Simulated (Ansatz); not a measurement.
## Twisted Ti2CO2 MXene bilayer, 38.21° (70 atoms): support functions against a reference

Wanted: errors and times of a linear-scaling basis for twisted Ti2CO2 MXene bilayer, 38.21° (70 atoms). A setting counts as converged where the r.m.s. difference of forces stays under 1 % of the r.m.s. force.

Calculated with Ansatz 0.2.0; Kohn-Sham DFT, PBE+D4, PAW (set soft_2), plane waves.

The raw output is cut from this account; settings, times and results stay.

## 1. Starting point

The cell holds 70 atoms: 14 C, 28 Ti and 28 O. Its edges and angles: a = 8.017 Å, b = 8.017 Å, c = 23.800 Å, α = 90.0°, β = 90.0°, γ = 120.0°. It derives from Ti2CO2 (Ti2CO2 MXene). Ti2CO2 MXene (a = 3.03 Å) under Ti2CO2 MXene (a = 3.03 Å), bilayer, commensurate cell of 7 unit cells a layer, twist 38.21 deg; facing planes 2.92 Å apart; 12 Å of vacuum; layers as built, displaced by a Gaussian of 0.01 Å. Regions: layer 1, 35 atoms (7 C, 14 Ti and 14 O); layer 2, 35 atoms (7 C, 14 Ti and 14 O). Vacuum lies along c.

Limits known from the start: Beside vacuum, support functions can miss their usual error bounds without a warning. The main run has no spin polarisation, so moments on Ti can't form in it, and no Hubbard term.

## 2. Plane-wave single point

This run is the reference for what follows, at a cutoff of 420 eV.

input.yaml reads:

```yaml
crystal:
  lattice:
    - [8.0166, 0.0, 0.0]
    - [-4.0083, 6.94258, 0.0]
    - [0.0, 0.0, 23.8]
  atoms:
    - { symbol: C, position: [0.99767, 0.99943, 0.34564] }
    - { symbol: Ti, position: [0.18835, 0.2373, 0.39995] }
    - { symbol: Ti, position: [0.23874, 0.04699, 0.29053] }
    - { symbol: O, position: [0.23907, 0.04978, 0.43861] }
    - { symbol: O, position: [0.19349, 0.23849, 0.25193] }
    - { symbol: C, position: [0.14253, 0.43191, 0.34513] }
    - { symbol: Ti, position: [0.33354, 0.66443, 0.40062] }
    - { symbol: Ti, position: [0.38027, 0.47502, 0.29059] }
[... 58 atom lines left out ...]
    - { symbol: Ti, position: [0.04595, 0.79568, 0.70986] }
    - { symbol: Ti, position: [0.09251, 0.03234, 0.59962] }
    - { symbol: O, position: [0.0943, 0.03141, 0.74827] }
    - { symbol: O, position: [0.04485, 0.79529, 0.56153] }
kpoints:
  mp_grid: { grid: [3, 3, 1] }
hamiltonian:
  xc: pbe
  dispersion: d4
scf:
  occupations: { method: gaussian, width: 0.05 }
output:
  forces: true
  populations: true
  dos:
    method: { smearing: { sigma: 0.1 } }
    de: 0.1
    projected:
      site_lists:
        C: [C]
        O: [O]
        Ti: [Ti]
        layer_1: [0, 1, 2, 3, 4, 5, 6, 7, 8, 9, 10, 11, 12, 13, 14, 15, 16, 17, 18, 19, 20, 21, 22, 23, 24, 25, 26, 27, 28, 29, 30, 31, 32, 33, 34]
        layer_2: [35, 36, 37, 38, 39, 40, 41, 42, 43, 44, 45, 46, 47, 48, 49, 50, 51, 52, 53, 54, 55, 56, 57, 58, 59, 60, 61, 62, 63, 64, 65, 66, 67, 68, 69]
  eigenvalues: true
  write_density: true
  write_potential: true
  volumetric_format: npy
```

Started as:

```
$ ansatz run input.yaml --threads 4 --pin off --max-ram 8192MiB --backend cpu --events-out ev --progress --plain --runs-dir out
```

Run time: 4 min. Hardware: 4 threads of Arm Neoverse V1, shared host; peak memory 5.1 GiB; 16 min of CPU time.

The program notes that it cut back its work space to fit the memory limit and the exchange-correlation potential is rough where the density is thin.

Numbers from this run:

- free energy: -89478.7562 eV
- free energy per atom: -1278.2679 eV/atom
- SCF cycles: 13
- r.m.s. force component: 0.1763 eV/Å
- longest force: 0.5698 eV/Å
- Fermi energy: 4.355 eV
- gap (highest filled to lowest empty level): 0.3559 eV
- potential in mid-vacuum, over the Fermi level: 5.596 eV
- potential 4.5 Å over the upper face: 5.586 eV
- potential 4.5 Å under the lower face: 5.606 eV
- spilling of the projection: 0.003493

The r.m.s. force component of 0.18 eV/Å sets the scale for the differences below.

## 3. Support functions medium

With localised support functions most steps grow linearly with size, though the diagonalisation grows faster unless the density matrix is cut; this run measures error and cost at this size. The level medium gives here a grid of 48×48×144 points and a radius of 3.58 Å. Besides, the program derives a nominal cutoff of 464 eV for this run, against the reference's 420.

This step: Kohn-Sham DFT, PBE+D4, PAW (set soft_2), localised support functions (medium) (Ansatz 0.2.0).

input.yaml, the sections that differ from step 2:

```yaml
scf:
  occupations: { method: gaussian, width: 0.05 }
  eigensolver: { kind: { support_functions: { accuracy: medium } } }
  mixing: { beta: 0.2 }
  max_iter: 150
output:
  forces: true
# crystal, kpoints, hamiltonian: as in step 2
```

Elapsed: 5.1 min, on 4 threads; peak memory 4.7 GiB.

The program notes that the band table was not solved further than the SCF left it and it switched symmetry off.

Keys that differ from the reference: support_functions.accuracy = "medium", scf.max_iter = 150 and scf.mixing.beta = 0.2.

Forces differ from the reference by 0.86 meV/Å r.m.s., 0.49 % of their size, within a tolerance of 1 %; the energy by -4.4 meV/atom.

## 4. Support functions low

The level low is asked for. Here it resolves to the same grid and radius as in the run with support functions medium, so the basis is not new.

This step: Kohn-Sham DFT, PBE+D4, PAW (set soft_2), localised support functions (low) (Ansatz 0.2.0).

input.yaml, the sections that differ from step 3:

```yaml
scf:
  occupations: { method: gaussian, width: 0.05 }
  eigensolver: { kind: { support_functions: { accuracy: low } } }
  mixing: { beta: 0.2 }
  max_iter: 150
# crystal, kpoints, hamiltonian, output: as in step 3
```

Elapsed: 4.7 min, on 4 threads; peak memory 4.6 GiB; 18 min of CPU time.

Keys that differ from the reference: support_functions.accuracy = "low", scf.max_iter = 150 and scf.mixing.beta = 0.2.

Forces differ from the reference by 0.87 meV/Å r.m.s., 0.49 % of their size, within a tolerance of 1 %; the energy by -4.4 meV/atom.

## 5. Support functions medium, spacing 0.33 Å

The grid spacing sets how fine a wave the support functions can hold. The typed value is an upper bound: the grid laid has 30×30×90 points, 0.267 Å apart at most. Besides, the program derives a nominal cutoff of 464 eV for this run, against the reference's 420.

This step: Kohn-Sham DFT, PBE+D4, PAW (set soft_2), localised support functions (medium) (Ansatz 0.2.0).

input.yaml, the sections that differ from step 4:

```yaml
scf:
  occupations: { method: gaussian, width: 0.05 }
  eigensolver: { kind: { support_functions: { accuracy: medium, spacing: 0.33 } } }
  mixing: { beta: 0.2 }
  max_iter: 150
# crystal, kpoints, hamiltonian, output: as in step 4
```

Wall time 2.3 min (4 threads); peak memory 2.8 GiB; 8.6 min of CPU time.

Residual by cycle:

cycle, log10 residual and a bar from the least value:
```
        1        2.6 ##############################
        2        2.2 ############################
        4        1.2 #######################
        5        0.9 #####################
        6        0.5 ###################
        7       -0.1 ################
        9       -0.9 ############
       10       -1.2 ##########
       11       -1.7 ########
       12       -2.1 ######
       14       -3.1 #
       15       -3.3
```

The run was cut off at its time limit.

After 15 cycles the residual stands at 5.2e-4.

The session had allowed this step about 2.3 min.

## 6. Support functions medium, spacing 0.275 Å

The grid spacing sets how fine a wave the support functions can hold. The typed value is an upper bound, and the grid laid (30×30×90 points) is that of the run with spacing 0.33 Å. Besides, the program derives a nominal cutoff of 464 eV for this run, against the reference's 420.

input.yaml, the sections that differ from step 5:

```yaml
scf:
  occupations: { method: gaussian, width: 0.05 }
  eigensolver: { kind: { support_functions: { accuracy: medium, spacing: 0.275 } } }
  mixing: { beta: 0.2 }
  max_iter: 150
# crystal, kpoints, hamiltonian, output: as in step 5
```

The job ended after 3.2 min (4 threads; peak memory 2.8 GiB; 12 min of CPU time).

The program notes that the grid leaves an egg-box force.

Forces differ from the reference by 8.7 meV/Å r.m.s., 5.0 % of their size, over a tolerance of 1 %; the energy by -12 meV/atom. The setting is coarser than the default on purpose.

## 7. Support functions medium, spacing 0.238 Å

The grid spacing sets how fine a wave the support functions can hold. The typed value is an upper bound: the grid laid has 36×36×108 points, 0.223 Å apart at most. Besides, the program derives a nominal cutoff of 464 eV for this run, against the reference's 420.

input.yaml, the sections that differ from step 6:

```yaml
scf:
  occupations: { method: gaussian, width: 0.05 }
  eigensolver: { kind: { support_functions: { accuracy: medium, spacing: 0.238 } } }
  mixing: { beta: 0.2 }
  max_iter: 150
# crystal, kpoints, hamiltonian, output: as in step 6
```

It took 3.6 min on 4 threads; peak memory 3.3 GiB.

Forces differ from the reference by 1.2 meV/Å r.m.s., 0.66 % of their size, within a tolerance of 1 %; the energy by -5.8 meV/atom. The setting is coarser than the default on purpose.

## 8. Support functions medium, spacing 0.211 Å

The grid spacing sets how fine a wave the support functions can hold. The typed value is an upper bound: the grid laid has 48×48×120 points, 0.198 Å apart at most. Besides, the program derives a nominal cutoff of 464 eV for this run, against the reference's 420.

input.yaml, the sections that differ from step 7:

```yaml
scf:
  occupations: { method: gaussian, width: 0.05 }
  eigensolver: { kind: { support_functions: { accuracy: medium, spacing: 0.211 } } }
  mixing: { beta: 0.2 }
  max_iter: 150
# crystal, kpoints, hamiltonian, output: as in step 7
```

It took 5.2 min on 4 threads; peak memory 4.7 GiB.

Keys that differ from the reference: support_functions.accuracy = "medium", support_functions.spacing = 0.211, scf.max_iter = 150 and scf.mixing.beta = 0.2.

Forces differ from the reference by 0.93 meV/Å r.m.s., 0.53 % of their size, within a tolerance of 1 %; the energy by -4.5 meV/atom.

## 9. Support functions medium, spacing 0.165 Å

The grid spacing sets how fine a wave the support functions can hold. The typed value is an upper bound: the grid laid has 54×54×150 points, 0.159 Å apart at most. Besides, the program derives a nominal cutoff of 464 eV for this run, against the reference's 420.

input.yaml, the sections that differ from step 8:

```yaml
scf:
  occupations: { method: gaussian, width: 0.05 }
  eigensolver: { kind: { support_functions: { accuracy: medium, spacing: 0.165 } } }
  mixing: { beta: 0.2 }
  max_iter: 150
# crystal, kpoints, hamiltonian, output: as in step 8
```

It took 6.2 min on 4 threads; peak memory 5.5 GiB; 24 min of CPU time.

Keys that differ from the reference: support_functions.accuracy = "medium", support_functions.spacing = 0.165, scf.max_iter = 150 and scf.mixing.beta = 0.2.

Forces differ from the reference by 0.78 meV/Å r.m.s., 0.44 % of their size, within a tolerance of 1 %; the energy by -4.4 meV/atom. It took roughly 1.5 times the reference's time (one timing each, with unlike analyses asked), in 22 cycles against 13.

## 10. Cost against change

Each row is set against the plane-wave reference (Kohn-Sham DFT, PBE+D4, PAW (set soft_2), plane waves; r.m.s. force component 0.176 eV/Å). Energies are set beside the reference only for runs with its functional, potentials and electron count. Times are for 4 threads of Arm Neoverse V1, shared host. The reference's time includes the DOS and grids, which some other runs skip.

```
                                      run  Δ force, r.m.s. (meV/Å)  share of r.m.s. force (%)  Δ energy (meV/atom)  Δ gap (eV)  cycles     time  host memory (GiB)
                                reference                        -                          -                    -           -      13    4 min                5.1
                 support functions medium                    0.859                      0.487                -4.36      4.0e-4      22  5.1 min                4.7
                    support functions low                    0.868                      0.492                -4.36      7.0e-4      19  4.7 min                4.6
support functions medium, spacing 0.275 Å                     8.73                       4.95                -11.9           0      22  3.2 min                2.8
support functions medium, spacing 0.238 Å                     1.16                      0.656                -5.78      5.0e-4      21  3.6 min                3.3
support functions medium, spacing 0.211 Å                    0.929                      0.527                -4.53      6.0e-4      22  5.2 min                4.7
support functions medium, spacing 0.165 Å                    0.783                      0.444                -4.42      6.0e-4      22  6.2 min                5.5
```

## 11. The reference in detail

With the settings judged, the reference run is read for its physics.

Length of the force by element and coordination:

```
element  coordination  atoms  mean length of the force (eV/Å)  spread   least   most
      C           all     14                            0.260   0.121  0.0625  0.494
      O           all     28                            0.269  0.0937  0.0551  0.474
     Ti           all     28                            0.309   0.124  0.0944  0.570
```

Löwdin charges by element and coordination (they lack the spilled electrons, 0.028 e an atom on average):

```
element  coordination  atoms  mean charge (e)  spread   least    most
      C           all     14           -0.905  0.0021  -0.908  -0.901
      O           all     28           -0.606  0.0045  -0.613  -0.594
     Ti           all     28             1.13  0.0043    1.12    1.14
```

By region:

```
 region  atoms  mean length of the force (eV/Å)
layer 1     35                            0.293
layer 2     35                            0.273
```

States in the cell by windows of 1 eV, zero at the Fermi level; the larger projections on atomic orbitals stand beside the total:

```
from (eV)  to (eV)  total  layer 2  layer 1  Ti d   O p   C p   C s
      -14      -12    0.0      0.0      0.0   0.0   0.0   0.0   0.0
      -12      -11    4.4      2.1      2.3   0.3   0.1   0.0   2.5
      -11      -10   18.5      9.0      9.4   3.2   0.3   0.3  11.6
      -10       -9    5.1      2.8      2.2   1.2   0.0   0.0   3.5
       -9       -7    0.0      0.0      0.0   0.0   0.0   0.0   0.0
       -7       -6   11.8      5.9      5.8   2.9   5.7   1.7   0.1
       -6       -5   66.2     33.0     32.9  16.4  40.5   5.4   0.3
       -5       -4   88.9     44.1     44.2  17.9  60.9   6.1   0.9
       -4       -3   23.4     11.4     11.8   6.9   9.0   6.6   0.1
       -3       -2   35.8     17.6     17.8   9.8   9.7  14.9   0.1
       -2       -1   24.2     12.1     11.9   6.9   6.0  10.4   0.1
       -1        0    1.8      1.0      0.8   0.5   0.5   0.8   0.0
        0        1   29.6     14.6     14.7  23.6   4.4   1.0   0.2
```

Between -26 and -14 eV lie 56 more states.

The levels nearest the highest filled one (over half full), pooled over k-points and spins:

```
level less the highest filled one (eV)  occupation
                                -0.807           2
                                -0.805           2
                                -0.059           2
                               -0.0456           2
                               -0.0296           2
                                     0           2
                                 0.356           0
                                 0.357           0
                                 0.363           0
                                 0.374           0
                                 0.390           0
                                 0.400           0
```

Planar average of the electrostatic potential energy along the normal, with the Fermi level as zero, after a running mean with a triangular window 4 Å wide at its base:

```
height (Å)  potential energy (eV)
       0.0                   5.60
       0.7                   5.60
       1.3                   5.61
       2.1                   5.61
       2.7                   5.61
       3.4                   5.54
       4.0                   4.99
       4.8                   2.53
       5.4                  -1.01
       6.1                  -6.00
       6.7                  -8.61
       7.4                  -9.36
       8.2                  -9.15
       8.8                  -9.28
       9.5                  -9.12
      10.1                  -7.23
      10.9                  -2.72
      11.5                   0.52
      12.2                   0.96
      12.8                  -1.79
      13.5                  -6.49
      14.1                  -8.82
      14.9                  -9.29
      15.5                  -9.08
      16.2                  -9.25
      17.0                  -8.97
      17.6                  -6.87
      18.3                  -2.13
      18.9                   1.69
      19.6                   4.62
      20.2                   5.43
      21.0                   5.57
      21.6                   5.58
      22.3                   5.59
      22.9                   5.59
      23.7                   5.60
```

Valence density in the ca plane at fractional y = 0.031, with atoms of Ti and O within 0.2 Å of it. It is the smooth field of the valence electrons, not physical close to the nuclei.

Ten steps, logarithmic in the rise over the least value, from '0' (0.0 e/Å³) to '9' (9.4 e/Å³), each cell a mean:
```
00000000000001112245554321110000135543222235
00000000000012222234443322221001357753222247
00000000000023443222333554321001368753222258
00000000000135664222224776321001257653222247
00000000000135664222235776310000134433223334
00000000000024543223334564210000012233334432
00000000000012332233443332211000011123344443
00000000000001123334443222321000012222345443
00000000000001224433333223432100123332234433
00000000000012344433332334432100245542223335
00000000000125654322223665321000246543222235
00000000000136764222225887421000135543222234
00000000000136764222235887310000123333333333
00000000000124553222234665321000011122345543
00000000000012345543222334542100001112456653
00000000000001368874222246774200001112456653
00000000000001379984211247986200011122345543
00000000000001379974222246885200011355433332
00000000000001246753332234653100012588742222
00000000000001123334443222321000002799952212
00000000000000112245654321110000012699852212
00000000000000111345665321100000012467532222
```
Columns run along c (16.0 Å, from fractional 0.04 to 0.71 of the cell), rows up along a (8.0 Å). Atoms in or near the plane, at fractional coordinates: Ti at (0.29, 0.24), O at (0.44, 0.24), Ti at (0.60, 0.09).

(Continued in part 2 of 2.)

[Long decimals in the printed logs are rounded to 6 places.]

[Logs are printed without paths, hosts, clocks, repeated set-up lines and the standing remarks that a program may print on its own settings, such as how far it seeks lower states.]

[Hosts, paths, dates, database ids (printed as entryN), source tags and the programs' standing remarks are cut or masked in the printed files.]
